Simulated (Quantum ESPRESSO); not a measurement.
# How the Hubbard U moves the magnetism of MnF2, part 2 of 3

Two starts of MnF2 are run at each rung of the Hubbard U.

Quantum ESPRESSO 7.5; LDA; plane waves with GBRV 1.5 LDA potentials, no spin-orbit coupling (settings of the first rung).

So far, absolute magnetization (μB): step 2 (rung 1, start ferro ++) 10.00; step 4 (Hubbard form dudarev, Hubbard projectors ortho-atomic) 10; step 6 (Hubbard form dudarev, Hubbard projectors ortho-atomic) 10.

**7. Rung 3, start antiferro +-**

Level of this step: LDA with U = 3 eV on Mn d (ortho-atomic projectors); plane waves with GBRV 1.5 LDA potentials, no spin-orbit coupling (Quantum ESPRESSO).

pw.in

```
&CONTROL
  calculation = 'scf'
  prefix = 'pwscf'
  outdir = './tmp'
  pseudo_dir = './pseudo'
  disk_io = 'nowf'
/
&SYSTEM
  ibrav = 0
  nat = 6
  ntyp = 3
  ecutwfc = 40
  ecutrho = 280
  nbnd = 39
  occupations = 'smearing'
  smearing = 'fd'
  degauss = 0.00999582
  nspin = 2
  starting_magnetization(1) = 0.3
  starting_magnetization(2) = -0.3
  starting_magnetization(3) = 0
/
&ELECTRONS
  conv_thr = 1.2d-08
  electron_maxstep = 150
  mixing_beta = 0.3
/
ATOMIC_SPECIES
Mn1    54.9380 mn_lda_v1.5.uspp.F.UPF
Mn2    54.9380 mn_lda_v1.5.uspp.F.UPF
F      18.9984 f_lda_v1.4.uspp.F.UPF
CELL_PARAMETERS angstrom
   4.8738000000    0.0000000000    0.0000000000
   0.0000000000    4.8738000000    0.0000000000
   0.0000000000    0.0000000000    3.3107000000
ATOMIC_POSITIONS crystal
Mn1     0.0000000000    0.0000000000    0.0000000000
Mn2     0.5000000000    0.5000000000    0.5000000000
F       0.3053000000    0.3053000000    0.0000000000
F       0.1947000000    0.8053000000    0.5000000000
F       0.6947000000    0.6947000000    0.0000000000
F       0.8053000000    0.1947000000    0.5000000000
K_POINTS automatic
6 6 6 0 0 0
HUBBARD {ortho-atomic}
U Mn1-3d 3.0000
U Mn2-3d 3.0000
```

On the command line:

```console
> OMP_NUM_THREADS=1 mpirun -n 2 pw.x -nk 2 -in pw.in > pw.out
```

The program printed:

```text
     [... lines left out ...]
Program PWSCF v.7.5 starts
     [... lines left out ...]
     number of atoms/cell      =            6
     [... lines left out ...]
     number of electrons       =        58.00
     number of Kohn-Sham states=           39
     kinetic-energy cutoff     =      40.0000  Ry
     charge density cutoff     =     280.0000  Ry
     scf convergence threshold =      1.2E-08
     [... lines left out ...]
      8 Sym. Ops., with inversion, found
     [... lines left out ...]
     number of k points=    52  Fermi-Dirac smearing, width (Ry)=  0.0100
     [... lines left out ...]
     iteration # 11     ecut=    40.00 Ry     beta= 0.30
     [... lines left out ...]
     Magnetic moment per site  (integrated on atomic sphere of radius R)
     atom   1 (R=0.178)  charge= 12.3293  magn=  4.1933
     atom   2 (R=0.178)  charge= 12.3293  magn= -4.1933
     atom   3 (R=0.178)  charge=  6.6844  magn= -0.0263
     atom   4 (R=0.178)  charge=  6.6844  magn=  0.0263
     atom   5 (R=0.178)  charge=  6.6844  magn= -0.0263
     atom   6 (R=0.178)  charge=  6.6844  magn=  0.0263
     [... lines left out ...]
     Tr[ns(  1)] (up, down, total) =   4.98253  0.22963  5.21216
     [... lines left out ...]
     Tr[ns(  2)] (up, down, total) =   0.22963  4.98253  5.21216
     [... lines left out ...]
     the Fermi energy is     6.9550 ev
!    total energy              =    -616.83942625 Ry
     estimated scf accuracy    <          2.8E-09 Ry
     smearing contrib. (-TS)   =      -0.00000057 Ry
     [... lines left out ...]
     total magnetization       =    -0.00 Bohr mag/cell
     absolute magnetization    =     9.69 Bohr mag/cell
     convergence has been achieved in  11 iterations
```

Elapsed: 86 s, on 2 MPI ranks of Arm Neoverse V1, shared host; peak memory 0.47 GiB; 2.9 min of CPU time.

This step gave:

```yaml
magnetization: 0 μB
final_state: antiferromagnetic
largest_moment: 4.193 μB
```

**8. Rung 4, start ferro ++**

pw.in

```
&CONTROL
  calculation = 'scf'
  prefix = 'pwscf'
  outdir = './tmp'
  pseudo_dir = './pseudo'
  disk_io = 'nowf'
/
&SYSTEM
  ibrav = 0
  nat = 6
  ntyp = 2
  ecutwfc = 40
  ecutrho = 280
  nbnd = 44
  occupations = 'smearing'
  smearing = 'fd'
  degauss = 0.00999582
  nspin = 2
  starting_magnetization(1) = 0.3
  starting_magnetization(2) = 0
/
&ELECTRONS
  conv_thr = 1.2d-08
  electron_maxstep = 150
  mixing_beta = 0.3
/
ATOMIC_SPECIES
Mn     54.9380 mn_lda_v1.5.uspp.F.UPF
F      18.9984 f_lda_v1.4.uspp.F.UPF
CELL_PARAMETERS angstrom
   4.8738000000    0.0000000000    0.0000000000
   0.0000000000    4.8738000000    0.0000000000
   0.0000000000    0.0000000000    3.3107000000
ATOMIC_POSITIONS crystal
Mn      0.0000000000    0.0000000000    0.0000000000
Mn      0.5000000000    0.5000000000    0.5000000000
F       0.3053000000    0.3053000000    0.0000000000
F       0.1947000000    0.8053000000    0.5000000000
F       0.6947000000    0.6947000000    0.0000000000
F       0.8053000000    0.1947000000    0.5000000000
K_POINTS automatic
6 6 6 0 0 0
HUBBARD {ortho-atomic}
U Mn-3d 4.5000
```

The program printed:

```text
     [... lines left out ...]
Program PWSCF v.7.5 starts
     [... lines left out ...]
     number of atoms/cell      =            6
     [... lines left out ...]
     number of electrons       =        58.00
     number of Kohn-Sham states=           44
     kinetic-energy cutoff     =      40.0000  Ry
     charge density cutoff     =     280.0000  Ry
     scf convergence threshold =      1.2E-08
     [... lines left out ...]
     16 Sym. Ops., with inversion, found ( 8 have fractional translation)
     [... lines left out ...]
     number of k points=    40  Fermi-Dirac smearing, width (Ry)=  0.0100
     [... lines left out ...]
     iteration # 11     ecut=    40.00 Ry     beta= 0.30
     [... lines left out ...]
     Magnetic moment per site  (integrated on atomic sphere of radius R)
     atom   1 (R=0.178)  charge= 12.3207  magn=  4.2296
     atom   2 (R=0.178)  charge= 12.3207  magn=  4.2296
     atom   3 (R=0.178)  charge=  6.6901  magn=  0.0739
     atom   4 (R=0.178)  charge=  6.6901  magn=  0.0739
     atom   5 (R=0.178)  charge=  6.6901  magn=  0.0739
     atom   6 (R=0.178)  charge=  6.6901  magn=  0.0739
     [... lines left out ...]
     Tr[ns(  1)] (up, down, total) =   4.98801  0.19516  5.18317
     [... lines left out ...]
     Tr[ns(  2)] (up, down, total) =   4.98801  0.19516  5.18317
     [... lines left out ...]
     the Fermi energy is     6.7711 ev
!    total energy              =    -616.81244306 Ry
     estimated scf accuracy    <          7.6E-10 Ry
     smearing contrib. (-TS)   =      -0.00000099 Ry
     [... lines left out ...]
     total magnetization       =    10.00 Bohr mag/cell
     absolute magnetization    =    10.00 Bohr mag/cell
     convergence has been achieved in  11 iterations
```

Elapsed: 87 s, on 2 MPI ranks; peak memory 0.39 GiB.

Read from the output:

```yaml
magnetization: 10 μB
final_state: ferromagnetic
largest_moment: 4.230 μB
```

**9. Rung 4, start antiferro +-**

pw.in, as its differences from that of step 8:

```diff
@@ -10,6 +10,6 @@
   nat = 6
-  ntyp = 2
+  ntyp = 3
   ecutwfc = 40
   ecutrho = 280
-  nbnd = 44
+  nbnd = 39
   occupations = 'smearing'
@@ -19,3 +19,4 @@
   starting_magnetization(1) = 0.3
-  starting_magnetization(2) = 0
+  starting_magnetization(2) = -0.3
+  starting_magnetization(3) = 0
 /
@@ -27,3 +28,4 @@
 ATOMIC_SPECIES
-Mn     54.9380 mn_lda_v1.5.uspp.F.UPF
+Mn1    54.9380 mn_lda_v1.5.uspp.F.UPF
+Mn2    54.9380 mn_lda_v1.5.uspp.F.UPF
 F      18.9984 f_lda_v1.4.uspp.F.UPF
@@ -34,4 +36,4 @@
 ATOMIC_POSITIONS crystal
-Mn      0.0000000000    0.0000000000    0.0000000000
-Mn      0.5000000000    0.5000000000    0.5000000000
+Mn1     0.0000000000    0.0000000000    0.0000000000
+Mn2     0.5000000000    0.5000000000    0.5000000000
 F       0.3053000000    0.3053000000    0.0000000000
@@ -43,2 +45,3 @@
 HUBBARD {ortho-atomic}
-U Mn-3d 4.5000
+U Mn1-3d 4.5000
+U Mn2-3d 4.5000
```

The program printed:

```text
     [... lines left out ...]
Program PWSCF v.7.5 starts
     [... lines left out ...]
     number of atoms/cell      =            6
     [... lines left out ...]
     number of electrons       =        58.00
     number of Kohn-Sham states=           39
     kinetic-energy cutoff     =      40.0000  Ry
     charge density cutoff     =     280.0000  Ry
     scf convergence threshold =      1.2E-08
     [... lines left out ...]
      8 Sym. Ops., with inversion, found
     [... lines left out ...]
     number of k points=    52  Fermi-Dirac smearing, width (Ry)=  0.0100
     [... lines left out ...]
     iteration # 10     ecut=    40.00 Ry     beta= 0.30
     [... lines left out ...]
     Magnetic moment per site  (integrated on atomic sphere of radius R)
     atom   1 (R=0.178)  charge= 12.3223  magn=  4.2172
     atom   2 (R=0.178)  charge= 12.3223  magn= -4.2172
     atom   3 (R=0.178)  charge=  6.6892  magn= -0.0228
     atom   4 (R=0.178)  charge=  6.6892  magn=  0.0228
     atom   5 (R=0.178)  charge=  6.6892  magn= -0.0228
     atom   6 (R=0.178)  charge=  6.6892  magn=  0.0228
     [... lines left out ...]
     Tr[ns(  1)] (up, down, total) =   4.98598  0.20379  5.18977
     [... lines left out ...]
     Tr[ns(  2)] (up, down, total) =   0.20379  4.98598  5.18977
     [... lines left out ...]
     the Fermi energy is     6.7155 ev
!    total energy              =    -616.81526347 Ry
     estimated scf accuracy    <          6.6E-09 Ry
     smearing contrib. (-TS)   =      -0.00000011 Ry
     [... lines left out ...]
     total magnetization       =    -0.00 Bohr mag/cell
     absolute magnetization    =     9.73 Bohr mag/cell
     convergence has been achieved in  10 iterations
```

It took 79 s on 2 MPI ranks; peak memory 0.48 GiB; 2.6 min of CPU time.

Read from the output:

```
magnetization  : 0 μB
final state    : antiferromagnetic
largest moment : 4.217 μB
```

**10. Rung 5, start ferro ++**

pw.in

```
&CONTROL
  calculation = 'scf'
  prefix = 'pwscf'
  outdir = './tmp'
  pseudo_dir = './pseudo'
  disk_io = 'nowf'
/
&SYSTEM
  ibrav = 0
  nat = 6
  ntyp = 2
  ecutwfc = 40
  ecutrho = 280
  nbnd = 44
  occupations = 'smearing'
  smearing = 'fd'
  degauss = 0.00999582
  nspin = 2
  starting_magnetization(1) = 0.3
  starting_magnetization(2) = 0
/
&ELECTRONS
  conv_thr = 1.2d-08
  electron_maxstep = 150
  mixing_beta = 0.3
/
ATOMIC_SPECIES
Mn     54.9380 mn_lda_v1.5.uspp.F.UPF
F      18.9984 f_lda_v1.4.uspp.F.UPF
CELL_PARAMETERS angstrom
   4.8738000000    0.0000000000    0.0000000000
   0.0000000000    4.8738000000    0.0000000000
   0.0000000000    0.0000000000    3.3107000000
ATOMIC_POSITIONS crystal
Mn      0.0000000000    0.0000000000    0.0000000000
Mn      0.5000000000    0.5000000000    0.5000000000
F       0.3053000000    0.3053000000    0.0000000000
F       0.1947000000    0.8053000000    0.5000000000
F       0.6947000000    0.6947000000    0.0000000000
F       0.8053000000    0.1947000000    0.5000000000
K_POINTS automatic
6 6 6 0 0 0
HUBBARD {ortho-atomic}
U Mn-3d 6.0000
```

The program printed:

```text
     [... lines left out ...]
Program PWSCF v.7.5 starts
     [... lines left out ...]
     number of atoms/cell      =            6
     [... lines left out ...]
     number of electrons       =        58.00
     number of Kohn-Sham states=           44
     kinetic-energy cutoff     =      40.0000  Ry
     charge density cutoff     =     280.0000  Ry
     scf convergence threshold =      1.2E-08
     [... lines left out ...]
     16 Sym. Ops., with inversion, found ( 8 have fractional translation)
     [... lines left out ...]
     number of k points=    40  Fermi-Dirac smearing, width (Ry)=  0.0100
     [... lines left out ...]
     iteration # 10     ecut=    40.00 Ry     beta= 0.30
     [... lines left out ...]
     Magnetic moment per site  (integrated on atomic sphere of radius R)
     atom   1 (R=0.178)  charge= 12.3148  magn=  4.2453
     atom   2 (R=0.178)  charge= 12.3148  magn=  4.2453
     atom   3 (R=0.178)  charge=  6.6940  magn=  0.0638
     atom   4 (R=0.178)  charge=  6.6940  magn=  0.0638
     atom   5 (R=0.178)  charge=  6.6940  magn=  0.0638
     atom   6 (R=0.178)  charge=  6.6940  magn=  0.0638
     [... lines left out ...]
     Tr[ns(  1)] (up, down, total) =   4.98938  0.17572  5.16511
     [... lines left out ...]
     Tr[ns(  2)] (up, down, total) =   4.98938  0.17572  5.16511
     [... lines left out ...]
     the Fermi energy is     6.5712 ev
!    total energy              =    -616.79183166 Ry
     estimated scf accuracy    <          8.0E-09 Ry
     smearing contrib. (-TS)   =      -0.00000026 Ry
     [... lines left out ...]
     total magnetization       =    10.00 Bohr mag/cell
     absolute magnetization    =    10.00 Bohr mag/cell
     convergence has been achieved in  10 iterations
```

Wall time 78 s (2 MPI ranks); peak memory 0.44 GiB.

This step gave:

- magnetization: 10 μB
- final state: ferromagnetic
- largest moment: 4.245 μB

**11. Rung 5, start antiferro +-**

pw.in, as its differences from that of step 10:

```diff
@@ -10,6 +10,6 @@
   nat = 6
-  ntyp = 2
+  ntyp = 3
   ecutwfc = 40
   ecutrho = 280
-  nbnd = 44
+  nbnd = 39
   occupations = 'smearing'
@@ -19,3 +19,4 @@
   starting_magnetization(1) = 0.3
-  starting_magnetization(2) = 0
+  starting_magnetization(2) = -0.3
+  starting_magnetization(3) = 0
 /
@@ -27,3 +28,4 @@
 ATOMIC_SPECIES
-Mn     54.9380 mn_lda_v1.5.uspp.F.UPF
+Mn1    54.9380 mn_lda_v1.5.uspp.F.UPF
+Mn2    54.9380 mn_lda_v1.5.uspp.F.UPF
 F      18.9984 f_lda_v1.4.uspp.F.UPF
@@ -34,4 +36,4 @@
 ATOMIC_POSITIONS crystal
-Mn      0.0000000000    0.0000000000    0.0000000000
-Mn      0.5000000000    0.5000000000    0.5000000000
+Mn1     0.0000000000    0.0000000000    0.0000000000
+Mn2     0.5000000000    0.5000000000    0.5000000000
 F       0.3053000000    0.3053000000    0.0000000000
@@ -43,2 +45,3 @@
 HUBBARD {ortho-atomic}
-U Mn-3d 6.0000
+U Mn1-3d 6.0000
+U Mn2-3d 6.0000
```

The program printed:

```text
     [... lines left out ...]
Program PWSCF v.7.5 starts
     [... lines left out ...]
     number of atoms/cell      =            6
     [... lines left out ...]
     number of electrons       =        58.00
     number of Kohn-Sham states=           39
     kinetic-energy cutoff     =      40.0000  Ry
     charge density cutoff     =     280.0000  Ry
     scf convergence threshold =      1.2E-08
     [... lines left out ...]
      8 Sym. Ops., with inversion, found
     [... lines left out ...]
     number of k points=    52  Fermi-Dirac smearing, width (Ry)=  0.0100
     [... lines left out ...]
     iteration #  9     ecut=    40.00 Ry     beta= 0.30
     [... lines left out ...]
     Magnetic moment per site  (integrated on atomic sphere of radius R)
     atom   1 (R=0.178)  charge= 12.3162  magn=  4.2362
     atom   2 (R=0.178)  charge= 12.3162  magn= -4.2362
     atom   3 (R=0.178)  charge=  6.6934  magn= -0.0197
     atom   4 (R=0.178)  charge=  6.6934  magn=  0.0197
     atom   5 (R=0.178)  charge=  6.6934  magn= -0.0197
     atom   6 (R=0.178)  charge=  6.6934  magn=  0.0197
     [... lines left out ...]
     Tr[ns(  1)] (up, down, total) =   4.98823  0.18196  5.17019
     [... lines left out ...]
     Tr[ns(  2)] (up, down, total) =   0.18196  4.98823  5.17018
     [... lines left out ...]
     the Fermi energy is     6.5134 ev
!    total energy              =    -616.79374836 Ry
     estimated scf accuracy    <       0.00000001 Ry
     smearing contrib. (-TS)   =      -0.00000003 Ry
     [... lines left out ...]
     total magnetization       =     0.00 Bohr mag/cell
     absolute magnetization    =     9.77 Bohr mag/cell
     convergence has been achieved in   9 iterations
```

It took 72 s on 2 MPI ranks; peak memory 0.47 GiB; 2.4 min of CPU time.

This step gave:

```yaml
magnetization: 0 μB
final_state: antiferromagnetic
largest_moment: 4.236 μB
```

(Continued in part 3 of 3.)

[Long decimals in the printed logs are rounded to 6 places.]

[Logs and program files are shortened in this print: banners, set-up blocks, solver, clock and traceback lines can be left out without a mark of their own.]

[Logs are printed without paths, hosts, clocks, repeated set-up lines and the standing remarks that a program may print on its own settings, such as how far it seeks lower states.]

[Hosts, paths, dates, database ids (printed as entryN), source tags and the programs' standing remarks are cut or masked in the printed files.]

[Where the starting crystal was built by hand or by swapping elements, it need not be the compound's stable phase.]

[Where a cell is said to come from a database of computed structures, the database is the Materials Project.]

[Lattice constants that a cell's source calls measured were typed from memory.]
